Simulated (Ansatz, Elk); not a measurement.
**MgBe3S4: X-ray structure factors from the self-consistent density**

Structure refinements treat a crystal as free atoms side by side. For a made-up structure of MgBe3S4 (cell and positions from a PBE relaxation) the runs below show what the calculated density changes in F(hkl).

Main program and level: Elk 11.2.3 (patched build); DFT, PBE, all-electron APW+lo, Dirac cores, scalar-relativistic bands, static density, no spin.

This account leaves out most program logs.

The structure was built from a prototype and need not be the compound's stable phase.

**1. Starting point**

Symmetry: Pm, No. 6, monoclinic system. The conventional cell has a = 5.887 Å, b = 3.560 Å, c = 6.298 Å, α = 90.00°, β = 90.04°, γ = 90.00°. Nearest to S lie 3 Be at 2.14 Å and 1 Mg at 2.39 Å. S has 2 Be at 2.06 to 2.08 Å and 2 Mg at 2.36 Å nearest. S has 4 Be at 2.18 to 2.21 Å nearest. S has 3 Be at 2.17 to 2.19 Å and 1 Mg at 2.41 Å nearest. Mg has 4 S at 2.36 to 2.41 Å nearest. Be has 4 S at 2.14 to 2.19 Å nearest. Farther neighbours and most contacts between anions are not listed.

**2. Ground state and structure factors**

An all-electron density is needed, since X-rays see the cores too. Task 0 finds the density and task 195 Fourier-transforms it; tshift is off so that phases refer to the origin typed.

Contents of elk.in:

```
tasks
  0
  195

xctype
  20

spinpol
  .false.

rgkmax
  7.0

gmaxvr
  14.0

lmaxo
  7

lmaxapw
  8

swidth
  0.002

tshift
  .false.

ramdisk
  .false.

hmaxvr
  5.5

maxscl
  120

epspot
  1e-06

sppath
  './'

avec
  11.12376562890 -0.00000000000 0.07023514227
  -0.00000000000 6.72740861214 0.00000000000
  -0.06662959822 0.00000000000 11.90121417632

atoms
  3
  'S.in'
  4
  0.6365208675 0.0000000000 0.3043194180   0.000000 0.000000 0.000000
  0.6432308856 0.5000000000 0.8647748888   0.000000 0.000000 0.000000
  0.1336279875 0.5000000000 0.1637446793   0.000000 0.000000 0.000000
  0.0871091656 0.0000000000 0.6600008373   0.000000 0.000000 0.000000
  'Mg.in'
  1
  0.4969896038 0.0000000000 0.6605186735   0.000000 0.000000 0.000000
  'Be.in'
  3
  -0.0005674552 0.0000000000 0.3216424341   0.000000 0.000000 0.000000
  0.9957212196 0.5000000000 0.8378132083   0.000000 0.000000 0.000000
  0.5034677256 0.5000000000 0.1642858607   0.000000 0.000000 0.000000

ngridk
  4 6 4
```

The run is started by

```bash
> OMP_NUM_THREADS=4 elk
```

Elapsed: 75 s, on 4 threads of AMD EPYC 9B45 (Zen 5), shared host; peak memory 0.25 GiB; 4.6 min of CPU time.

SFACRHO.OUT:

```text

h k l indices transformed by vhmat matrix:
   1.000000000       0.000000000       0.000000000    
   0.000000000       1.000000000       0.000000000    
   0.000000000       0.000000000       1.000000000    

      h      k      l  multipl.   |H|            Re(F)            Im(F)           |F|

      0      0      0      1   0.0000000       87.999998      0.64639108E-15   87.999998    
      0      0      1      1  0.52793676      0.81573452      -3.1645804       3.2680257    
      0      0     -1      1  0.52793676      0.81573452       3.1645804       3.2680257    
     -1      0      0      1  0.56483226      -3.8971317       4.1087186       5.6629678    
      1      0      0      1  0.56483226      -3.8971317      -4.1087186       5.6629678    
      1      0      1      1  0.77286871     -0.99856606     -0.34488579       1.0564471    
     -1      0     -1      1  0.77286871     -0.99856606      0.34488579       1.0564471    
      1      0     -1      1  0.77342056      0.77862481      -4.4754141       4.5426411    
     -1      0      1      1  0.77342056      0.77862481       4.4754141       4.5426411    
      0      1      0      2  0.93396814       7.0521362      0.30904573E-14   7.0521362    
      0      0      2      1   1.0558735      -30.502708       8.4860313       31.661142    
      0      0     -2      1   1.0558735      -30.502708      -8.4860313       31.661142    
      0     -1     -1      2   1.0728531      -34.160513       5.7567952       34.642190    
      0     -1      1      2   1.0728531      -34.160513      -5.7567952       34.642190    
      1      1      0      2   1.0914815      -4.9326100      -2.1229364       5.3700559    
     -1     -1      0      2   1.0914815      -4.9326100       2.1229364       5.3700559    
     -2      0      0      1   1.1296645       16.104875      -46.556910       49.263707    
      2      0      0      1   1.1296645       16.104875       46.556910       49.263707
```

Elk indexes on the primitive cell of elk.in and gives |H| = 4π sin θ/λ in inverse bohr. Below, one row stands for each form hkl of the conventional cell (m members, Friedel mates merged), F is for one primitive cell and the density is static (no thermal factor). Free-atom factors are Waasmaier and Kirfel's, and R is Σm||F|−|F'||/Σm|F|.

| hkl | m | sin θ/λ (Å⁻¹) | abs F, DFT | neutral atoms | diff. | abs of complex diff. |
| --- | --- | --- | --- | --- | --- | --- |
| 001 | 2 | 0.079 | 3.268 | 3.271 | -0.003 | 0.110 |
| 100 | 2 | 0.085 | 5.663 | 5.598 | +0.065 | 0.126 |
| 1 0 -1 | 2 | 0.116 | 1.056 | 0.836 | +0.221 | 0.259 |
| 101 | 2 | 0.116 | 4.543 | 4.611 | -0.068 | 0.112 |
| 010 | 2 | 0.140 | 7.052 | 7.105 | -0.053 | 0.053 |
| 002 | 2 | 0.159 | 31.661 | 31.049 | +0.612 | 0.674 |
| 011 | 4 | 0.161 | 34.642 | 33.966 | +0.677 | 0.715 |
| 110 | 4 | 0.164 | 5.370 | 5.494 | -0.124 | 0.139 |
| 200 | 2 | 0.170 | 49.264 | 48.283 | +0.981 | 0.982 |
| 1 0 -2 | 2 | 0.180 | 31.232 | 30.638 | +0.595 | 0.602 |
| 102 | 2 | 0.180 | 32.661 | 32.164 | +0.497 | 0.497 |
| 1 1 -1 | 4 | 0.182 | 32.779 | 32.321 | +0.458 | 0.461 |
| 111 | 4 | 0.182 | 30.713 | 30.203 | +0.511 | 0.521 |
| 2 0 -1 | 2 | 0.188 | 13.574 | 13.652 | -0.078 | 0.114 |
| 201 | 2 | 0.188 | 15.396 | 15.425 | -0.029 | 0.049 |
| 012 | 4 | 0.212 | 14.085 | 14.121 | -0.036 | 0.043 |
| 210 | 4 | 0.220 | 13.360 | 13.446 | -0.087 | 0.089 |
| 1 1 -2 | 4 | 0.228 | 11.141 | 11.223 | -0.082 | 0.165 |
| 112 | 4 | 0.228 | 12.113 | 12.214 | -0.101 | 0.111 |
| 2 0 -2 | 2 | 0.232 | 9.205 | 9.046 | +0.159 | 0.172 |
| 202 | 2 | 0.233 | 30.849 | 30.791 | +0.059 | 0.105 |
| 2 1 -1 | 4 | 0.234 | 32.458 | 32.415 | +0.044 | 0.082 |

**3. The highest occupied states alone**

An energy window below the Fermi level keeps the highest occupied states, to see at which angles they scatter; shallow core shells can lie inside it and anion s states outside. No new self-consistency is needed.

elk.in: that of step 2 with these lines changed.

```diff
@@ -1,3 +1,2 @@
 tasks
-  0
   195
@@ -40,2 +39,5 @@
 
+wsfac
+  -0.378330 0.472910
+
 sppath
```

The run is started by

```bash
> OMP_NUM_THREADS=4 elk
```

Wall time 6.7 s (4 threads); peak memory 0.17 GiB; 8.8 s of CPU time.

States within 15 eV below the Fermi level hold 32.00 electrons; any levels below the window count with the cores. Their amplitudes can exceed the total, where window and core parts have opposite phase:

| hkl | sin θ/λ (Å⁻¹) | abs F, window | abs F, all |
| --- | --- | --- | --- |
| 001 | 0.079 | 2.227 | 3.268 |
| 100 | 0.085 | 2.058 | 5.663 |
| 1 0 -1 | 0.116 | 2.778 | 1.056 |
| 101 | 0.116 | 1.317 | 4.543 |
| 010 | 0.140 | 0.343 | 7.052 |
| 002 | 0.159 | 6.283 | 31.661 |
| 011 | 0.161 | 6.804 | 34.642 |
| 110 | 0.164 | 0.921 | 5.370 |
| 200 | 0.170 | 10.208 | 49.264 |
| 1 0 -2 | 0.180 | 7.628 | 31.232 |

**4. Another functional**

The difference from free atoms is small, so it is set against the change that LDA (Perdew-Wang) makes.

elk.in: that of step 3 with these lines changed.

```diff
@@ -1,2 +1,3 @@
 tasks
+  0
   195
@@ -4,3 +5,3 @@
 xctype
-  20
+  3
 
@@ -39,5 +40,2 @@
 
-wsfac
-  -0.378330 0.472910
-
 sppath
```

The run is started by

```bash
> OMP_NUM_THREADS=4 elk
```

Run time: 62 s. Hardware: 4 threads; peak memory 0.23 GiB; 3.9 min of CPU time.

Against the first run R = 0.09 %; the largest change is -0.064 at 200.

**5. A coarser k-mesh**

About half the k-points along each axis test the sampling.

elk.in: that of step 4 with these lines changed.

```diff
@@ -5,3 +5,3 @@
 xctype
-  3
+  20
 
@@ -66,2 +66,2 @@
 ngridk
-  4 6 4
+  2 3 2
```

The run is started by

```bash
> OMP_NUM_THREADS=4 elk
```

The job ended after 18 s (4 threads; peak memory 0.23 GiB; 46 s of CPU time).

Against the first run R = 0.02 %; the largest change is -0.049 at 020.

**6. Settings against the effect**

| run | R against the first run (%) | R against neutral atoms, low angle (%) | wall time |
| --- | --- | --- | --- |
| PBE, rgkmax 7 | 0.00 | 1.08 | 75 s |
| LDA (Perdew-Wang) | 0.09 | 1.03 | 62 s |
| k-mesh 2×3×2 | 0.02 | 1.09 | 18 s |

**7. What came out**

```
R against neutral atoms, sin θ/λ < 0.3 Å⁻¹ : 1.08 %
R against neutral atoms, 0.3 to 0.48 Å⁻¹   : 0.51 %
```

Independent neutral atoms miss the calculated amplitudes by R = 1.08 % below 0.3 Å⁻¹ and 0.51 % from there to 0.48 Å⁻¹; by shells, 1.90 % below 0.15 Å⁻¹ (5 forms), 1.06 % 0.15 to 0.3 (35 forms), 0.60 % 0.3 to 0.45 (85 forms), 0.18 % above 0.45 (24 forms). Bonding, aspherical density and the tables' own atoms all enter these figures, and the runs don't part them. The largest change of an amplitude is +0.98 electrons, at 200. R counts amplitudes alone; phases shift too. Weak lines can change much in proportion: 1 0 -1 goes from 0.84 to 1.06. The window's part falls from 32.0 electrons at the origin to at most 0.40 between 0.45 and 0.48 Å⁻¹. Below 0.3 Å⁻¹ the changes that finished (LDA (Perdew-Wang) and k-mesh 2×3×2) move F by R = 0.08 % at most, against the 1.08 % that separates it from free atoms. The basis has no finished test. Part of the difference isn't bonding: the tables are fits to free atoms and ions calculated by other methods than this functional. Thermal motion, anomalous dispersion and extinction are left out.

[Logs are printed without paths, hosts, clocks, repeated set-up lines and the standing remarks that a program may print on its own settings, such as how far it seeks lower states.]

[Hosts, paths, dates, database ids (printed as entryN), source tags and the programs' standing remarks are cut or masked in the printed files.]
